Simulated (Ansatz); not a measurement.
System: GeH5CI3N2 (CH(NH2)2GeI3).

The structure was built from a prototype and need not be the compound's stable phase.

```yaml
crystal:
  lattice:
    - [6.23848, -0.33797, 0.43203]
    - [-0.33797, 6.23958, -0.27896]
    - [0.43203, -0.27896, 6.17124]
  atoms:
    - { symbol: C, position: [0.95070, 0.95266, 0.00337] }
    - { symbol: H, position: [0.82976, 0.81263, 0.01426] }
    - { symbol: N, position: [0.92829, 0.09677, 0.86925] }
    - { symbol: N, position: [0.10768, 0.96525, 0.12494] }
    - { symbol: H, position: [0.80557, 0.07190, 0.77374] }
    - { symbol: H, position: [0.11002, 0.84859, 0.22945] }
    - { symbol: H, position: [0.03476, 0.23143, 0.84910] }
    - { symbol: H, position: [0.22656, 0.09136, 0.12191] }
    - { symbol: Ge, position: [0.54515, 0.44273, 0.53403] }
    - { symbol: I, position: [0.45862, 0.48207, 0.98448] }
    - { symbol: I, position: [0.51232, 0.99817, 0.49764] }
    - { symbol: I, position: [0.98951, 0.52077, 0.49507] }
```

The structure was relaxed with PBE-D3(BJ). The runs that relaxed it are not among those shown. PAW set soft_2, made with PBE.

Gaps computed with Ansatz 0.2.0 without a self-energy: PBE 1.57 eV and PBE+SOC 1.41 eV.

Q: Estimate the G0W0@PBE gap with 4×4×4 mesh, 992 empty bands, screening to 150 eV, default PAW files.

About 2.45 eV: on its mesh the run moves the gap from 1.57 eV by +0.88 eV. Spin-orbit coupling is not in that value; its −0.16 eV at the PBE level would bring it to about 2.29 eV. Bands and cutoff are finite, so the gap stands short of the basis limit, usually by up to a few tenths of an eV; the mesh is an error of its own. The many-body steps are scalar-relativistic: spin-orbit coupling is not in them.

[Long decimals in the printed logs are rounded to 6 places.]

[Logs are printed without paths, hosts, clocks, repeated set-up lines and the standing remarks that a program may print on its own settings, such as how far it seeks lower states.]

[Paths, hosts, dates, memory and timing lines, banners, echoed tables and standing remarks are left out of the program output; an Ansatz launch command may be rebuilt from the run's recorded settings. Measured values are a selection of at most five: reports struck by readers or far from the other reports are left out. None is set beside runs whose start may be inverted or whose files or cutoffs have a known fault.]

[Runs of the session that timed out or met a known fault of the program may be left out.]

[Cells called generated may have been cut or substituted from an entry of the Crystallography Open Database or the Materials Project.]

[Hosts, paths, dates, database ids (printed as entryN), source tags and the programs' standing remarks are cut or masked in the printed files.]

[Where the starting crystal was built by hand or by swapping elements, it need not be the compound's stable phase.]
